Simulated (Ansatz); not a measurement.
# NbSi2N4 monolayer in a perpendicular field

What dipole does a perpendicular field induce in the NbSi2N4 monolayer? A positive field points along +c.

Main program and level: Ansatz 0.2.0; plane-wave DFT, PBE-D3(BJ), Ansatz PAW.

### Step 1. The structure

The cell holds 7 atoms: 4 N, 2 Si and 1 Nb. Its edges and angles: a = 2.920 Å, b = 2.920 Å, c = 45.359 Å, α = 90.0°, β = 90.0°, γ = 120.0°. Vacuum lies along c.

Structure file:

```cif
data_structure
_symmetry_space_group_name_H-M 'P 1'
_symmetry_Int_Tables_number 1
_cell_length_a 2.9200
_cell_length_b 2.9200
_cell_length_c 45.3587
_cell_angle_alpha 90.000
_cell_angle_beta 90.000
_cell_angle_gamma 120.000
_cell_volume 334.93
loop_
_atom_site_label
_atom_site_type_symbol
_atom_site_fract_x
_atom_site_fract_y
_atom_site_fract_z
_atom_site_occupancy
N1 N 0.00000 0.00000 0.42109 1
Si2 Si 0.33333 0.66667 0.43144 1
N3 N 0.33333 0.66667 0.47002 1
Nb4 Nb 0.00000 0.00000 0.50000 1
N5 N 0.33333 0.66667 0.52998 1
Si6 Si 0.33333 0.66667 0.56856 1
N7 N 0.00000 0.00000 0.57891 1
```

### Step 2. Relaxing the slab

The starting cell is a guess, so the in-plane lattice and the atoms are relaxed first, with the slab cut off from its images along the normal.

File input.yaml:

```yaml
crystal:
  lattice:
    - [2.92, 0.0, 0.0]
    - [-1.46, 2.5287941791, 0.0]
    - [0.0, 0.0, 45.3587341686]
  atoms:
    - { symbol: "N", position: [0.0, 0.0, 0.4210875888] }
    - { symbol: Si, position: [0.3333333333, 0.6666666667, 0.4314369138] }
    - { symbol: "N", position: [0.3333333333, 0.6666666667, 0.4700182373] }
    - { symbol: Nb, position: [0.0, 0.0, 0.5], spin: 1.0 }
    - { symbol: "N", position: [0.3333333333, 0.6666666667, 0.5299817627] }
    - { symbol: Si, position: [0.3333333333, 0.6666666667, 0.5685630862] }
    - { symbol: "N", position: [0.0, 0.0, 0.5789124112] }
  periodic: [true, true, false]
magnetization:
  spin_polarized: true
kpoints:
  mp_grid: { grid: [12, 12, 1] }
hamiltonian:
  xc: pbe
  dispersion: d3bj
scf:
  occupations: { method: fermi_dirac, width: 0.05 }
  convergence: { dr2_threshold: 1.0e-09 }
relax:
  f_tol: 0.004
  max_steps: 90
  cell: {}
output:
  write_potential: true
  write_density: true
  volumetric_format: npy
```

Run with:

```
$ ansatz run input.yaml --threads 4 --pin off --max-ram 6144MiB --backend cpu --events-out ev --progress --plain --runs-dir out
```

Log:

```text
Warning: relax.cell: scf.convergence.dr2_threshold = 1e-9 eV is looser than the 2.37753844499e-10 eV advised for a relaxation that steers and ends on the stress (1e-10 eV for each atom of the cell: 7, times the square of relax.cell.stress_2d_tol = 0.05 N/m over 17.2 Å (the atoms' height at the walk's start and 5 Å past either face), 2.914e-2 GPa, over a crystal's default 0.05). What an SCF threshold leaves in a stress goes as its square root, and in the free energy as the threshold itself, and one threshold admits the most on a small cell: [figures from the program's tests cut] Set scf.convergence.dr2_threshold to 2.37753844499e-10 eV or tighter. [rest of the remark cut]
Engine: ansatz 0.2.0, x86_64-unknown-linux-gnu
Pseudopotentials: kind: paw
Pseudopotential: N, paw, valence charge 5, recommended cutoff 420 eV (normal), N.paw.azcp
Pseudopotential: Si, paw, valence charge 4, recommended cutoff 420 eV (normal), Si.paw.azcp
Pseudopotential: Nb, paw, valence charge 13, recommended cutoff 420 eV (normal), Nb.paw.azcp
Functional definition: PBE
  parameter kappa = 0.804
  parameter beta = 0.066725
  exchange = pbe_x(kappa = kappa, mu = beta*pi^2/3)
  correlation = pbe_c(beta = beta)
Crystal: 7 atoms, lattice volume = 334.932 Å³
Basis set: ecut = 420 eV, 6499 PW (Γ), exchange–correlation on 40×40×640 points (8 copies of the dense FFT grid, shifted against one another)
Bands: 28, of which v1, the nominal top of the filled ones, is band 21 counted from 1 (20 counted from 0)
Symmetry: 12 space group operations
Space group: P-6m2 (ITA 187), of the structure as read, at distance tolerance 6.9e-5 Å
Magnetic group: BNS 187.209 (UNI 1439), of the structure as read, at distance tolerance 6.9e-5 Å
k-points: 19 of 144 (time reversal used)
Non-local potential: N, projectors of the file, l = 0: 2, l = 1: 2, l = 2: 1
Non-local potential: Si, projectors of the file, l = 0: 2, l = 1: 2, l = 2: 2
Non-local potential: Nb, projectors of the file, l = 0: 3, l = 1: 2, l = 2: 2, l = 3: 1
PAW form: soft (Blöchl's): semilocal exchange-correlation on the pseudo side does not see the compensation charge
PAW one-centre angular grid: N, 110 points (default); XC on 64 Gauss nodes
PAW one-centre angular grid: Si, 110 points (default); XC on 64 Gauss nodes
PAW one-centre angular grid: Nb, 590 points (default); XC on 64 Gauss nodes
Initial density: superposition of atomic densities (neutral atoms: chi_scale 0, normalization atom)
Starting moments: Σ|m| = 1 μB on 1 of 7 sites
Initial wavefunctions: pseudopotential atomic-orbital guess
Functional: x = pbe(κ = 0.804, μ = 0.219515), c = pbe(β = 0.066725)
SCF iter   1: F=—  HF=-7376.126603 eV  |F-HF|=—  |Δ(HF+E_count)|=         —  Δρ=4.54e-2 (↑4.54e-2 ↓4.50e-2)  dr2=3.23e1  dr2_m=4.11e-2  M=0.817 μB ∫|m|=0.858 μB  β_m=0.30  ethr=3.10e-3  ⟨swp⟩=14.6  Hψ=9608  notcnv=0  defer=6
Mixer restart at iter 1: flushing history
preconditioner: auto → LDOS  [metal: Δε(μ)=0.054 eV  Ē_g=13.174 eV  σ=0.050 eV  W_gap=0.26  n_scr=26 (ndim 8)  ℏωp=11.7 eV  f_vac=0.754  D(μ)=1.26/eV (n_scr^D=10)]
spin=Collinear: LDOS preconditioning applied to the charge; magnetization (m = ρ↑ − ρ↓) channel mixes plain (no charge-response kernel on spin).
SCF iter   2: F=—  HF=-7368.931207 eV  |F-HF|=—  |Δ(HF+E_count)|=    7.20e0  Δρ=1.84e-2 (↑1.84e-2 ↓1.83e-2)  dr2=5.53e0  dr2_m=1.90e-2  M=0.826 μB ∫|m|=0.863 μB  β_m=0.39  ethr=3.10e-3  ⟨swp⟩=5.2  Hψ=3781  notcnv=0  defer=52
SCF iter   3: F=—  HF=-7367.971551 eV  |F-HF|=—  |Δ(HF+E_count)|=   9.60e-1  Δρ=7.60e-3 (↑7.27e-3 ↓7.60e-3)  dr2=4.04e-1  dr2_m=4.59e-3  M=0.820 μB ∫|m|=0.850 μB  β_m=0.56  ethr=3.10e-3  ⟨swp⟩=5.0  Hψ=3123  notcnv=0  defer=51
SCF iter   4: F=—  HF=-7367.971229 eV  |F-HF|=—  |Δ(HF+E_count)|=   3.22e-4  Δρ=1.84e-3 (↑1.66e-3 ↓1.84e-3)  dr2=3.32e-2  dr2_m=5.37e-4  M=0.835 μB ∫|m|=0.851 μB  β_m=0.58  ethr=9.84e-4  ⟨swp⟩=3.7  Hψ=2056  notcnv=0  defer=48
SCF iter   5: F=—  HF=-7367.976320 eV  |F-HF|=—  |Δ(HF+E_count)|=         —  Δρ=6.28e-4 (↑5.50e-4 ↓6.28e-4)  dr2=1.84e-3  dr2_m=2.53e-4  M=0.853 μB ∫|m|=0.865 μB  β_m=0.58  ethr=8.11e-5  ⟨swp⟩=3.3  Hψ=2754  notcnv=0  defer=48
SCF iter   6: F=—  HF=-7367.978252 eV  |F-HF|=—  |Δ(HF+E_count)|=   1.93e-3  Δρ=4.50e-4 (↑3.41e-4 ↓4.50e-4)  dr2=6.15e-4  dr2_m=2.22e-4  M=0.873 μB ∫|m|=0.885 μB  β_m=0.79  ethr=4.49e-6  ⟨swp⟩=3.3  Hψ=2299  notcnv=0  defer=48
SCF iter   7: F=—  HF=-7367.980724 eV  |F-HF|=—  |Δ(HF+E_count)|=   2.47e-3  Δρ=2.25e-4 (↑1.80e-4 ↓2.25e-4)  dr2=6.80e-5  dr2_m=1.16e-4  M=0.915 μB ∫|m|=0.927 μB  β_m=0.89  ethr=1.50e-6  ⟨swp⟩=3.1  Hψ=2357  notcnv=0  defer=48
SCF iter   8: F=—  HF=-7367.981106 eV  |F-HF|=—  |Δ(HF+E_count)|=   3.82e-4  Δρ=5.84e-5 (↑5.84e-5 ↓5.03e-5)  dr2=3.75e-5  dr2_m=4.06e-6  M=0.936 μB ∫|m|=0.949 μB  β_m=0.83  ethr=1.66e-7  ⟨swp⟩=4.5  Hψ=2839  notcnv=0  defer=48
SCF iter   9: F=—  HF=-7367.981473 eV  |F-HF|=—  |Δ(HF+E_count)|=   3.67e-4  Δρ=3.00e-5 (↑1.87e-5 ↓3.00e-5)  dr2=7.96e-6  dr2_m=1.18e-6  M=0.937 μB ∫|m|=0.950 μB  β_m=0.77  ethr=9.16e-8  ⟨swp⟩=3.8  Hψ=2479  notcnv=0  defer=48
SCF iter  10: F=—  HF=-7367.981475 eV  |F-HF|=—  |Δ(HF+E_count)|=   1.34e-6  Δρ=1.13e-5 (↑9.18e-6 ↓1.13e-5)  dr2=2.24e-7  dr2_m=2.71e-7  M=0.938 μB ∫|m|=0.951 μB  β_m=0.82  ethr=1.94e-8  ⟨swp⟩=3.4  Hψ=2210  notcnv=0  defer=48
SCF iter  11: F=—  HF=-7367.981475 eV  |F-HF|=—  |Δ(HF+E_count)|=   6.68e-7  Δρ=2.39e-6 (↑2.39e-6 ↓2.24e-6)  dr2=1.89e-8  dr2_m=1.27e-8  M=0.938 μB ∫|m|=0.951 μB  β_m=0.83  ethr=5.47e-10  ⟨swp⟩=3.2  Hψ=2462  notcnv=0  defer=48
SCF iter  12: F=—  HF=-7367.981475 eV  |F-HF|=—  |Δ(HF+E_count)|=   1.56e-8  Δρ=8.88e-7 (↑6.92e-7 ↓8.88e-7)  dr2=4.74e-9  dr2_m=1.24e-9  M=0.938 μB ∫|m|=0.951 μB  β_m=0.81  ethr=4.60e-11  ⟨swp⟩=3.2  Hψ=2399  notcnv=0  defer=48
SCF iter  13: F=-7367.981475 eV  HF=-7367.981475 eV  |F-HF|=9.52e-9  |Δ(HF+E_count)|=   2.16e-8  Δρ=2.57e-7 (↑2.44e-7 ↓2.57e-7)  dr2=4.46e-10  dr2_m=7.31e-11  M=0.938 μB ∫|m|=0.951 μB  ethr=2.44e-12  ⟨swp⟩=10.2  Hψ=9527  notcnv=0
SCF 1 converged in 13 iterations: F = -7367.981475 eV  dr2 = 4.46e-10
  greatest PAW one-centre occupation: 0.999 electrons in one spin orbital (limit 2), on the Nb atom at site 3 (counted from 0), in its partial waves of l = 0
relax step   1: F+E_penalty+E_count = -7367.98147548 eV  Δ(F+E_penalty+E_count) = +0.000e0 eV  max|allowed force component| = 1.862e0 eV/Å  Δτ_max = 0.0000 Å  P = +4.957 N/m  Ω = 334.932 Å³  fix = [c, alpha, beta]  reactions: c +0.000 N/m  (13 SCF iters, accepted)
Crystal: 7 atoms, lattice volume = 341.444 Å³
[...]
relax step   5: F+E_penalty+E_count = -7368.24701877 eV  Δ(F+E_penalty+E_count) = -5.599e-4 eV  max|allowed force component| = 4.966e-3 eV/Å  Δτ_max = 0.0030 Å  P = +0.008 N/m  Ω = 341.757 Å³  energy of the carried Pulay correction = -4.342e-3 eV  fix = [c, alpha, beta]  reactions: c +0.000 N/m  (8 SCF iters, accepted)
[...]
relax step   6: F+E_penalty+E_count = -7368.24701414 eV  Δ(F+E_penalty+E_count) = +4.627e-6 eV  max|allowed force component| = 7.195e-5 eV/Å  Δτ_max = 0.0001 Å  P = +0.000 N/m  Ω = 341.766 Å³  energy of the carried Pulay correction = -4.347e-3 eV  fix = [c, alpha, beta]  reactions: c +0.000 N/m  (5 SCF iters, accepted)
[...]
relax step   7: F+E_penalty+E_count = -7368.25193637 eV  Δ(F+E_penalty+E_count) = -4.922e-3 eV  max|allowed force component| = 2.726e-4 eV/Å  Δτ_max = 0.0000 Å  P = +0.135 N/m  Ω = 341.766 Å³  fix = [c, alpha, beta]  reactions: c +0.000 N/m  stress off target by 1.35e-1 N/m on what of the cell is left free  SCF on the basis re-selected at this cell (its energy is not comparable with the rows above)  (6 SCF iters)
[...]
relax step   8: F+E_penalty+E_count = -7368.25186010 eV  Δ(F+E_penalty+E_count) = +7.628e-5 eV  max|allowed force component| = 4.371e-4 eV/Å  Δτ_max = 0.0003 Å  P = +0.002 N/m  Ω = 341.905 Å³  energy of the carried Pulay correction = -8.935e-5 eV  fix = [c, alpha, beta]  reactions: c +0.000 N/m  (6 SCF iters, accepted)
iter 1 solved again at ethr=1.41e-7 eV; its pass at ethr=3.10e-3 eV (dr2=5.78e-5 eV) is discarded
SCF iter   1: F=—  HF=-7368.251903 eV  |F-HF|=—  |Δ(HF+E_count)|=         —  Δρ=9.26e-7 (↑8.88e-7 ↓9.26e-7)  dr2=3.30e-9  dr2_m=7.07e-11  M=0.864 μB ∫|m|=0.880 μB  β_m=0.65  ethr=1.41e-7  ⟨swp⟩=7.4  Hψ=15990  notcnv=0
eigensolver tolerance schedule: the retry pair's looser diagonalisation over-reported the residual by 17506.87 of it (diagonalisation noise at 3.92 of the residual, at the tolerance the schedule requests for it); recorded, not acted on — ethr = c·dr2/N_el stays at c = 1.0e-1
preconditioner: auto → LDOS  [metal: Δε(μ)=0.088 eV  Ē_g=11.863 eV  σ=0.050 eV  W_gap=0.40  n_scr=26 (ndim 8)  ℏωp=11.5 eV  f_vac=0.768  D(μ)=1.42/eV (n_scr^D=12)]
spin=Collinear: LDOS preconditioning applied to the charge; magnetization (m = ρ↑ − ρ↓) channel mixes plain (no charge-response kernel on spin).
SCF iter   2: F=—  HF=-7368.251969 eV  |F-HF|=—  |Δ(HF+E_count)|=   6.60e-5  Δρ=5.60e-7 (↑5.24e-7 ↓5.60e-7)  dr2=3.01e-9  dr2_m=1.99e-11  M=0.864 μB ∫|m|=0.880 μB  β_m=0.37  ethr=8.06e-12  ⟨swp⟩=7.1  Hψ=4956  notcnv=0
SCF iter   3: F=—  HF=-7368.251969 eV  |F-HF|=—  |Δ(HF+E_count)|=  2.73e-10  Δρ=3.82e-7 (↑3.65e-7 ↓3.82e-7)  dr2=5.61e-10  dr2_m=8.38e-12  M=0.864 μB ∫|m|=0.880 μB  β_m=0.69  ethr=7.35e-12  ⟨swp⟩=2.2  Hψ=1543  notcnv=0
SCF iter   4: F=-7368.251969 eV  HF=-7368.251969 eV  |F-HF|=2.00e-11  |Δ(HF+E_count)|=  8.24e-10  Δρ=1.15e-7 (↑1.12e-7 ↓1.15e-7)  dr2=1.08e-10  dr2_m=5.46e-13  M=0.864 μB ∫|m|=0.880 μB  ethr=1.37e-12  ⟨swp⟩=15.7  Hψ=10391  notcnv=0
SCF 9 converged in 4 iterations: F = -7368.251969 eV  dr2 = 1.08e-10
relax step   9: F+E_penalty+E_count = -7368.25196904 eV  Δ(F+E_penalty+E_count) = -1.089e-4 eV  max|allowed force component| = 4.555e-4 eV/Å  Δτ_max = 0.0000 Å  P = +0.003 N/m  Ω = 341.905 Å³  fix = [c, alpha, beta]  reactions: c +0.000 N/m  stress off target by 2.90e-3 N/m on what of the cell is left free  SCF on the basis re-selected at this cell (its energy is not comparable with the rows above)  (4 SCF iters)
basis re-selected at this cell: Δ(F+E_penalty+E_count) = -1.089e-4 eV, ΔP = +0.001 N/m vs the last step (what re-selecting the basis moved, of the pressure what is left beyond the Pulay correction that the steps carried, after the strain that the cell walked since its last selection, with what the two solves' SCF thresholds leave and, on support functions, any second-order correction that the steps lacked; it is no m [...]
WARN: The output density's exchange-correlation potential varies sharply where the density is thin. Do not read a vacuum level from v_tot or v_xc, or from such a field of the output density. On a cell that repeats whose density bears no net charge and no dipole along the vacuum's axis use v_es (v_loc + v_h of the components); under efield.dipole_correction with no amplitude use v_es + v_field, which holds any externa [...]
SCF converged after 4 iterations
Magnetization: 0.8639 μB (20.9320 up, 20.0680 down)
Absolute magnetization: 0.8808 μB (∫|ρ↑−ρ↓|, with the PAW one-centre terms)
Spin contamination: 0.0038 ħ² per cell (⟨S²⟩ above its minimum at these occupations)
Per-site moments (μB) at R_I (Å): [(0.00797996, 0.732723), (0.00365233, 0.720719), (0.00695605, 0.720719), (0.351967, 0.873160), (0.00695605, 0.720719), (0.00365233, 0.720719), (0.00797996, 0.732723)]
Free energy (F): -7368.251969 eV
Harris-Foulkes:  -7368.251969 eV  (|F-HF|=2.00e-11)
Internal energy: -7368.240065 eV  (E = F + TS)
E sigma→0 (E₀):  -7368.246017 eV
Entropy (-TS):   -0.011904 eV (-1.701 meV/atom)
Fermi energy:    -5.447451 eV
--- Per-component energies (eV) ---
  E_band       = -762.098802
  E_kinetic    = 1019.681031
  E_local      = -176782.082658  (includes V_loc(G=0)·N_el)
  E_nonlocal   = 346.839206
  E_hartree    = 87731.404537
  E_xc         = -532.298641
  E_vxc        = -620.153856  (∫ρ·V_xc dr)
  E_paw        = -4608.303897  (= ΣΔE_a)
  E_vpaw       = -189.193436  (= ΣTr[D̂ρ^β])
  E_aug_tail   = 0.000419  (compensation charges beyond the density's cutoff)
  E_ewald      = 85458.384825
  E_disp       = -1.864886  (pairwise vdW)
  E_smearing   = -0.011904  (= −TS)
  E_closure    = 0.000000  (closes the sum)
  Σ components = -7368.251969   (vs F -7368.251969, Δ=0.00e0)
--- Forces (eV/Å), atoms counted from 1 ---
  atom   1  N     -0.00000000     0.00000000    -0.00013499
  atom   2  Si     0.00000000     0.00000000     0.00045552
  atom   3  N     -0.00000000     0.00000000    -0.00008988
  atom   4  Nb    -0.00000000     0.00000000     0.00000000
  atom   5  N     -0.00000000     0.00000000     0.00008988
  atom   6  Si     0.00000000     0.00000000    -0.00045552
  atom   7  N     -0.00000000     0.00000000     0.00013499
  max |Σ_I F_I| component: 1.85e-16 eV/Å
--- 2D stress c σ (N/m, compression-positive) ---
        0.002898      -0.000000       0.000000
       -0.000000       0.002898       0.000000
        0.000000       0.000000       0.000000
  P = ½ c Tr σ = 0.0029 N/m
--- Band table (eV; the first three rows and the last of 38) ---
  k-point 0 ↑: bands = [... 17 lower, -7.5962, -7.5962, -7.5711, -5.1576, -2.1389, -2.1389, -1.6696, -1.6655, ... 3 higher]
  k-point 1 ↑: bands = [... 17 lower, -7.8313, -7.7283, -7.3674, -5.2256, -2.4182, -2.1406, -1.8513, -1.3442, ... 3 higher]
  k-point 2 ↑: bands = [... 17 lower, -8.0645, -8.0563, -7.4051, -5.6051, -2.4660, -2.1225, -1.8585, -0.8584, ... 3 higher]
  k-point 18 ↓: bands = [... 17 lower, -9.1029, -7.2620, -6.5366, -4.7340, -2.1759, -1.4849, -0.1773, 0.1170, ... 3 higher]
  the weakly bound empty levels are not read free of the cell's end (no_gap_told)
--- Relaxed structure (7 steps of the walk, 7 accepted, 2 SCFs on fresh bases) ---
  F+E_penalty+E_count = -7368.25196904 eV   max|allowed force component| = 4.555e-4 eV/Å   (the final SCF, on the basis selected at the relaxed cell)
  cell:  # Å, volume = 341.9055 Å³
    - [2.950239, 1.678616e-18, 0]
    - [-1.475120, 2.554982, 0]
    - [0, 0, 45.3587341686]
  atoms:
    - { symbol: N, position: [1.012020e-17, -5.135726e-17, 0.422665] }
    - { symbol: Si, position: [0.333333, 0.666667, 0.433774] }
    - { symbol: N, position: [0.333333, 0.666667, 0.472294] }
    - { symbol: Nb, position: [1.057355e-17, -5.135726e-17, 0.5] }
    - { symbol: N, position: [0.333333, 0.666667, 0.527706] }
    - { symbol: Si, position: [0.333333, 0.666667, 0.566226] }
    - { symbol: N, position: [1.102691e-17, -5.135726e-17, 0.577335] }
```

Elapsed: 56 s, on 4 threads of Intel Xeon 6975P-C (Granite Rapids), shared host; peak memory 0.98 GiB.

In the SCF lines HF is the Harris–Foulkes energy and dr2 the Hartree energy of the density residual, in eV; the loop may stop once dr2 is under the threshold and the program's other checks hold. Hψ counts applications of the Hamiltonian.

Relaxation path:

```
step  energy less that of the first step (eV)  largest force component (eV/Å)  volume (Å³)
   1                                   0.0000                          1.8621       334.93
   2                                  -0.1915                          1.0732       341.44
   3                                  -0.2611                          0.2547       340.28
   4                                  -0.2650                          0.1132       341.07
   5                                  -0.2655                          0.0050       341.76
   6                                  -0.2655                          0.0001       341.77
  7*                                  -0.2705                          0.0003       341.77
   8                                  -0.2704                          0.0004       341.91
  9*                                  -0.2705                          0.0005       341.91
```

Relaxation steps marked * repeat the geometry before them on a plane-wave basis chosen anew for their cell, so energy and pressure can jump there.

Forces are held to the 12 operations that the program found; a distortion that breaks them can't arise in this run.

```
cell as run  before  after  change
      a (Å)   2.920  2.950  +1.0 %
      b (Å)   2.920  2.950  +1.0 %
```

The atoms that moved most (Å, along periodic axes as changes of fractional coordinates times the final cell, across vacuum about the mean position):

```
atom     dx     dy      dz  length
 Si2  0.000  0.000   0.106   0.106
 Si6  0.000  0.000  -0.106   0.106
  N5  0.000  0.000  -0.103   0.103
  N3  0.000  0.000   0.103   0.103
  N1  0.000  0.000   0.072   0.072
  N7  0.000  0.000  -0.072   0.072
```

The relaxed structure:

```xyz
7
Lattice="2.9502 0.0000 0.0000 -1.4751 2.5550 0.0000 0.0000 0.0000 45.3587" Properties=species:S:1:pos:R:3
N     0.0000    0.0000   19.1715
Si    0.0000    1.7033   19.6755
N     0.0000    1.7033   21.4227
Nb    0.0000    0.0000   22.6794
N     0.0000    1.7033   23.9361
Si    0.0000    1.7033   25.6833
N     0.0000    0.0000   26.1872
```

Numbers from this step:

```yaml
energy_at_zero_smearing: -7368.2460 eV
total_moment: 0.8639 μB
site_moments: 0.007980, 0.003652, 0.006956, 0.3520, 0.006956, 0.003652, 0.007980 μB
```

Site moment by atom:

```
atom  site moment (μB)
  N1             0.008
 Si2             0.004
  N3             0.007
 Nb4             0.352
  N5             0.007
 Si6             0.004
  N7             0.008
```

The lattice constant a goes from 2.920 to 2.950 Å.

(Part 1 of 3 ends here.)

[Long decimals in the printed logs are rounded to 6 places.]

[Logs are printed without paths, hosts, clocks, repeated set-up lines and the standing remarks that a program may print on its own settings, such as how far it seeks lower states.]

[Hosts, paths, dates, database ids (printed as entryN), source tags and the programs' standing remarks are cut or masked in the printed files.]

[Maps of the electrostatic potential energy from Ansatz leave out the sawtooth potential of an applied field or a dipole correction, so their vacuum need not be flat; planar profiles and work functions include it.]
